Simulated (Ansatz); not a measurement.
Planning a run of Ansatz 0.2.0 on YVO4 (I4_1/amd). The input:

```yaml
crystal:
  lattice:
    - [-3.5647943216, 3.5647943216, 3.1424098502]
    - [3.5647943216, -3.5647943216, 3.1424098502]
    - [3.5647943216, 3.5647943216, -3.1424098502]
  atoms:
    - { symbol: "Y", position: [0.75, 0.25, 0.5] }
    - { symbol: "Y", position: [0.0, 0.0, 0.0] }
    - { symbol: V, position: [0.5, 0.5, 0.0] }
    - { symbol: V, position: [0.25, 0.75, 0.5] }
    - { symbol: O, position: [0.5104094688, 0.3263894261, 0.1840200426] }
    - { symbol: O, position: [0.0763894261, 0.3923693835, 0.3159799574] }
    - { symbol: O, position: [0.1423693835, 0.3263894261, 0.8159799574] }
    - { symbol: O, position: [0.0763894261, 0.7604094688, 0.6840200426] }
    - { symbol: O, position: [0.2395905312, 0.9236105739, 0.3159799574] }
    - { symbol: O, position: [0.6736105739, 0.4895905312, 0.8159799574] }
    - { symbol: O, position: [0.6076306165, 0.9236105739, 0.6840200426] }
    - { symbol: O, position: [0.6736105739, 0.8576306165, 0.1840200426] }
kpoints:
  mp_grid: { grid: [6, 6, 6] }
  band_path:
    path:
      - [[0.0, 0.0, 0.0], [0.0, 0.0, 0.5], [-0.5, 0.5, 0.5], [0.0, 0.0, 0.0], [0.44516056, 0.44516056, -0.44516056]]
      - [[-0.44516056, 0.55483944, 0.44516056], [-0.5, 0.5, 0.5]]
      - [[0.0, 0.0, 0.5], [0.25, 0.25, 0.25], [0.0, 0.5, 0.0], [0.0, 0.0, 0.0]]
    npoints: 10
hamiltonian:
  xc: r2scan
scf:
  occupations: { method: fermi_dirac, width: 0.02 }
  n_extra_bands: 8
output:
  eigenvalues: true
  forces: true
  stress: true
  write_density: true
  write_potential: true
  elf: true
  volumetric_format: npy
basis:
  ecutwfc: 650.0
```

```sh
ansatz run input.yaml --threads 3 --pin off --max-ram 92160MiB --backend cuda --events-out ev --progress --plain --runs-dir out --devices 1 --max-vram 13GiB
```

Q: How long will it take on 1 × NVIDIA H100 80GB HBM3 (shared by 6 runs) with 3 threads of AMD EPYC 7R13 (Zen 3), shared host, and how much memory?

It took 20 s; on shared hardware allow 9.8 s to 39 s. Peak host memory was 1.5 GiB. The sizes that set the cost: 6025 plane waves a state, 30 irreducible k points and 9 SCF cycles.

[Paths, hosts, dates, memory and timing lines, banners, echoed tables and standing remarks are left out of the program output.]

[Logs are printed without paths, hosts, clocks, repeated set-up lines and the standing remarks that a program may print on its own settings, such as how far it seeks lower states.]

[Runs of the session that timed out or met a known fault of the program may be left out.]

[Cells called generated may have been cut or substituted from an entry of the Crystallography Open Database or the Materials Project.]

[Hosts, paths, dates, database ids (printed as entryN), source tags and the programs' standing remarks are cut or masked in the printed files.]
